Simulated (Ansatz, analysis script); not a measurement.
# NiI2: exchange from constrained states, part 2 of 2

Aim: the energy that it costs to turn one moment of NiI2 against the others.

Ansatz 0.2.0; LDA with U = 6 eV on Ni d (ortho-atomic projectors), PAW set soft_1 (files made for PBE).

So far. Step 2 (Starting state): The run ends antiferromagnetic, with a net moment of 0 μB a cell. Only this order was typed.

The database entry behind the starting cell differs from later determinations by our own check (an axis about 0.9 % short against later determinations), so it need not match the best structure at ambient conditions.

**3. The batch**

Level of this step: Ansatz DFT on spinors, a batch of states with constrained moment directions; LDA+U, PAW set soft_1; PAW set soft_1 (Ansatz).

A canted state is in general not stationary, so a lock holds the direction of each moment by a field that the run finds for itself, with a floor under its size so that it cannot collapse. One batch solves all states on one mesh, so that their energies can be subtracted.

The input counts atoms from 0. Atom 1 (Ni) is the turned one, and with it all its lattice images.

The runs on spinors take the mesh 5×5×3.

input.yaml

```yaml
crystal:
  lattice:
    - [1.946, 1.1235236238, 6.5446666667]
    - [-1.946, 1.1235236238, 6.5446666667]
    - [0.0, -4.4940944954, 13.0893333334]
  atoms:
    - { symbol: Ni, position: [0.0, 0.0, 0.0], spin: 1.41, spin_axis: [0.0, 0.0, 1.0] }
    - { symbol: Ni, position: [0.0, 0.0, 0.5], spin: 1.41, spin_axis: [0.0, 0.0, -1.0] }
    - { symbol: I, position: [0.25, 0.25, 0.125] }
    - { symbol: I, position: [0.25, 0.25, 0.625] }
    - { symbol: I, position: [0.75, 0.75, 0.375] }
    - { symbol: I, position: [0.75, 0.75, 0.875] }
kpoints:
  mp_grid: { grid: [5, 5, 3] }
hamiltonian:
  xc: lda
  hubbard:
    projectors: ortho-atomic
    sites: [{ species: Ni, l: d, u_eff: 6.0 }]
  pseudopotentials: { kind: paw, azcp: { folder: soft_1 }, xc_functional: pbe }
scf:
  occupations: { method: fermi_dirac, width: 0.05 }
  max_iter: 120
  convergence: { dr2_threshold: 1.0e-08 }
basis:
  ecutwfc: 420.0
magnetization:
  noncollinear: true
magnetic_configurations:
  lock: { kind: ray, floor_fraction: 0.25 }
  seed: rotate
  angular_fan:
    site: 1
    rotation_axis: [0, 1, 0]
    angles_deg: [0, 30, 60, 90, 135, 180]
checkpoint:
  read: start
```

The run is started by

```console
$ ansatz run input.yaml --threads 4 --pin off --max-ram 8192MiB --backend cpu --events-out ev --progress --plain --runs-dir out
```

Numbers of over 12 decimals in the logs are rounded to 6 here.

The program printed:

```text
Warning: checkpoint.read: spin treatment differs: saved collinear, current noncollinear; the saved charge density seeds this run and the saved magnetisation is carried along the axis that this deck's starting moments share; the saved density holds an absolute magnetisation of 3.5e0 μB; saved orbitals are not carried; the saved PAW projector densities are carried along that axis; the saved DFT+U occupations are carried along that axis
Warning: checkpoint.read: basis.fft_grid_basis: the saved state records [[1, 0, 0], [0, 1, 0], [0, 0, 1]]; without it this run's FFT boxes would lie on [[1, -1, 0], [0, 1, 0], [-1, -1, 1]]; this run lays them on the saved basis, on which the saved density and orbitals are stored
[...]
davidson cushion auto → off  (block headroom 22 ≥ Hubbard manifold empty extent 4; pin scf.eigensolver.cushion to override)
Crystal: 6 atoms, lattice volume = 171.709 Å³
Basis set: ecut = 420 eV, 3379 PW (Γ)
Bands: 126, of which v1, the nominal top of the filled ones, is band 104 counted from 1 (103 counted from 0)
Symmetry: 4 space group operations
k-points: 38 of 75 (irreducible under 2 space group operations)
[...]
SCF iter   1: F=-40967.069860 eV  HF=-40967.069864 eV  |F-HF|=4.34e-6  |Δ(HF+E_count)|=         —  Δρ=7.55e-5  dr2=9.49e-6  dr2_m=7.96e-7  ethr=2.06e-6  |M|=1.36e-13 ∫|m|=3.52e0 μB  |m|>n=0.0e0 m-floor=4.3e-4 τ_xc=2.0e-29  β_m=0.30  ⟨swp⟩=16.2  Hψ=45837  notcnv=0  reapply=33
[...]
spin=Noncollinear: Resta preconditioning applied to the charge; magnetization (m_x, m_y, m_z) channels mix plain (no charge-response kernel on spin).
SCF iter   2: F=-40967.069865 eV  HF=-40967.069865 eV  |F-HF|=2.78e-7  |Δ(HF+E_count)|=   1.00e-6  Δρ=5.48e-5  dr2=3.29e-6  dr2_m=3.92e-7  ethr=9.12e-9  |M|=1.19e-12 ∫|m|=3.52e0 μB  |m|>n=0.0e0 m-floor=3.4e-4 τ_xc=6.2e-28  β_m=0.47  ⟨swp⟩=3.9  Hψ=10479  notcnv=0
[...]
SCF iter   9: F=-40967.069874 eV  HF=-40967.069874 eV  |F-HF|=6.18e-10  |Δ(HF+E_count)|=   5.95e-8  Δρ=1.54e-6  dr2=2.28e-9  dr2_m=8.23e-10  ethr=1.17e-11  |M|=4.90e-10 ∫|m|=3.52e0 μB  |m|>n=0.0e0 m-floor=0.0e0 τ_xc=7.1e-27  ⟨swp⟩=5.0  Hψ=13275  notcnv=0
SCF 1 converged in 9 iterations: F = -40967.069874 eV  dr2 = 2.28e-9
[...]
── magnetic configuration reference member: converged ──
── magnetic configuration member 1/6: fan1.0 ──
[...]
eigensolver tolerance schedule: the retry pair's looser diagonalisation over-reported the residual by 376823.59 of it (diagonalisation noise at an unbounded share of the residual, at the tolerance the schedule requests for it); recorded, not acted on — ethr = c·dr2/N_el stays at c = 1.0e-1
[...]
SCF 1 converged in 2 iterations: F = -40967.069874 eV  dr2 = 3.68e-9
── member 1 fan1.0: converged ──
── magnetic configuration member 2/6: fan1.30 ──
Symmetry: 2 space group operations
k-points: 38 of 75
[...]
SCF 1 converged in 13 iterations: F = -40967.068992 eV  dr2 = 1.82e-9
[...]
── member 2 fan1.30: converged ──
── magnetic configuration member 3/6: fan1.60 ──
[...]
SCF 1 converged in 14 iterations: F = -40967.066516 eV  dr2 = 1.94e-9
── member 3 fan1.60: converged ──
── magnetic configuration member 4/6: fan1.90 ──
[...]
SCF 1 converged in 14 iterations: F = -40967.062966 eV  dr2 = 1.70e-9
── member 4 fan1.90: converged ──
── magnetic configuration member 5/6: fan1.135 ──
[...]
SCF 1 converged in 14 iterations: F = -40967.057558 eV  dr2 = 3.53e-10
── member 5 fan1.135: converged ──
── magnetic configuration member 6/6: fan1.180 ──
[...]
SCF 1 converged in 12 iterations: F = -40967.055163 eV  dr2 = 5.81e-9
── member 6 fan1.180: converged ──
SCF converged after 9 iterations
Stability not checked: this state was not tested for a lower state beside it, because a magnetisation constraint still acts at the end of the SCF (magnetization_constraint; see scf.lower_state_search)
Magnetization: |M| = 0.0000 μB,  M = (-0.0000, -0.0000, +0.0000) μB
Absolute magnetization: 3.4936 μB (∫|m|, with the PAW one-centre terms)
  site 0: m = (-0.0000, +0.0000, +1.4052) μB, |m| = 1.4052 μB  (R = 1.15 Å)
  site 1: m = (-0.0000, -0.0000, -1.4052) μB, |m| = 1.4052 μB  (R = 1.15 Å)
  site 2: m = (+0.0000, -0.0000, +0.0627) μB, |m| = 0.0627 μB  (R = 1.15 Å)
  site 3: m = (+0.0000, +0.0000, -0.0627) μB, |m| = 0.0627 μB  (R = 1.15 Å)
  site 4: m = (+0.0000, +0.0000, -0.0627) μB, |m| = 0.0627 μB  (R = 1.15 Å)
  site 5: m = (+0.0000, -0.0000, +0.0627) μB, |m| = 0.0627 μB  (R = 1.15 Å)
--- Magnetisation constraints (ε_frz = 1.0e-4 eV) ---
  site  kind           target                      achieved (μB)             |Δ|max (μB)  g (eV/μB)                     λ_eff  esc  ok   flags
  0     per_site_axis  ê (+0.000, +0.000, +1.000)  (-0.000, +0.000, +1.405)  3.12e-10     (-6.2e-10, +3.8e-10, +0.0e0)  1.000  0    yes
  1     per_site_axis  ê (+0.000, +0.000, -1.000)  (-0.000, -0.000, -1.405)  3.12e-10     (-6.2e-10, -3.8e-10, +0.0e0)  1.000  0    yes
Free energy (F): -40967.069874 eV
[...]
Internal energy: -40967.069789 eV  (E = F + TS)
E sigma→0 (E₀):  -40967.069832 eV
Entropy (-TS):   -0.000086 eV (-0.014 meV/atom)
Fermi energy:    8.287480 eV
[...]
--- Hubbard shell moments (per corrected site; Tr N, ν in electrons; μ in μ_B) ---
  shell 0: Tr N=8.6213  μ_S=(-0.0000, +0.0000, +1.3398)  μ_L=(-0.0000, +0.0000, +0.0000)  μ=(-0.0000, +0.0000, +1.3398)  ν=0.0000 along (-0.000, +0.000, +1.000)
  shell 1: Tr N=8.6213  μ_S=(-0.0000, -0.0000, -1.3398)  μ_L=(-0.0000, -0.0000, -0.0000)  μ=(-0.0000, -0.0000, -1.3398)  ν=0.0000 along (-0.000, -0.000, -1.000)
--- Band table (eV; the first three rows and the last of 38) ---
  k-point 0: bands = [... 100 lower, 7.7350, 7.7350, 7.7395, 7.7395, 9.0642, 9.0642, 9.1637, 9.1637, ... 18 higher]
  k-point 1: bands = [... 100 lower, 7.4645, 7.4645, 7.6101, 7.6101, 8.9943, 8.9943, 9.0138, 9.0138, ... 18 higher]
  k-point 2: bands = [... 100 lower, 7.3123, 7.3123, 7.4630, 7.4630, 8.7469, 8.7469, 9.1113, 9.1113, ... 18 higher]
  k-point 37: bands = [... 100 lower, 7.1284, 7.1284, 7.3186, 7.3186, 8.9405, 8.9405, 9.1222, 9.1222, ... 18 higher]
Occupation matrices written to <dir>
--- Magnetic configurations: 6 members + reference (common group order 2, 38 k-points under it; ray lock λ = 1 eV/μ_B², moment radius default, seed rotate, symmetry detected) ---
  F: the free energy, without the constraint's penalty, at the texture the member reached; Δ(F+E_count)@target: (F + electron-count term + first-order target correction) against the reference's — the energy at the target texture, the difference a fit consumes
  member                      status             F (eV) Δ(F+E_count)@target (meV)  max|Δm| μB  max|g| eV/μB  outer  esc   |G|
  reference                converged     -40967.0698744                    +0.000    3.12e-10      6.23e-10      0    0     4
  fan1.0                   converged     -40967.0698744                    +0.000    1.79e-10      3.58e-10      0    0     4
  fan1.30                  converged     -40967.0689920                    +0.888     1.18e-3       2.36e-3      0    0     2
[...]
fan1.135                 converged     -40967.0575577                   +12.333     1.99e-3       3.99e-3      0    0     2
[...]
no lower state was looked for behind 7 of the runs: none is made under a magnetisation constraint held to the close
```

Wall time 8.4 min (4 threads of Arm Neoverse V2, shared host); peak memory 2.1 GiB.

The batch gives an energy and a set of moments for each member that converges.

**4. Analysis**

All numbers here come from the batch. Energies are free energies plus the run's first-order correction to the targets, less the reference.

```
angle (°)  energy (meV a cell)  turned moment (μB)
        0                 0.00               1.405
       30                 0.89               1.406
       60                 3.38               1.408
       90                 6.94               1.412
      135                12.33               1.417
      180                14.71               1.419
```

A fit E(θ) = A (1 − cos θ) + B sin²θ to the 5 turned states whose moment kept its size within 15 % gives A = 7.35 meV and B = -0.413 meV, with an r.m.s. miss under 0.01 meV. A > 0 favours the reference's alignment.

**5. Results**

| Property | Result |
| --- | --- |
| energy at 180° | 14.7 meV a cell |
| turned moment | 1.41 μB at 0°, 1.42 μB at 180° |
| bilinear term A | 7.35 meV |
| biquadratic term B | -0.413 meV |

What this shows: Every turn costs energy, 14.7 meV a cell at 180°, so the antiferromagnetic reference is stable against this one rotation; no orders other than those typed and the 180° state were run. The turned moment keeps its size within 1.0 %. The biquadratic term is 5.6 % of the bilinear one, so a Heisenberg term alone is not enough; B < 0 softens the collinear states, though not enough for a canted minimum. With two magnetic atoms a cell and E = −Σ J e·e over ordered pairs, the couplings of one atom to all images of the other sum to -3.68 meV. Spin–orbit coupling is switched off, and couplings of the turned atom to its own lattice images don't enter, since these turn with it.

[Logs and program files are shortened in this print: banners, set-up blocks, solver, clock and traceback lines can be left out without a mark of their own.]

[Logs are printed without paths, hosts, clocks, repeated set-up lines and the standing remarks that a program may print on its own settings, such as how far it seeks lower states.]

[Hosts, paths, dates, database ids (printed as entryN), source tags and the programs' standing remarks are cut or masked in the printed files.]
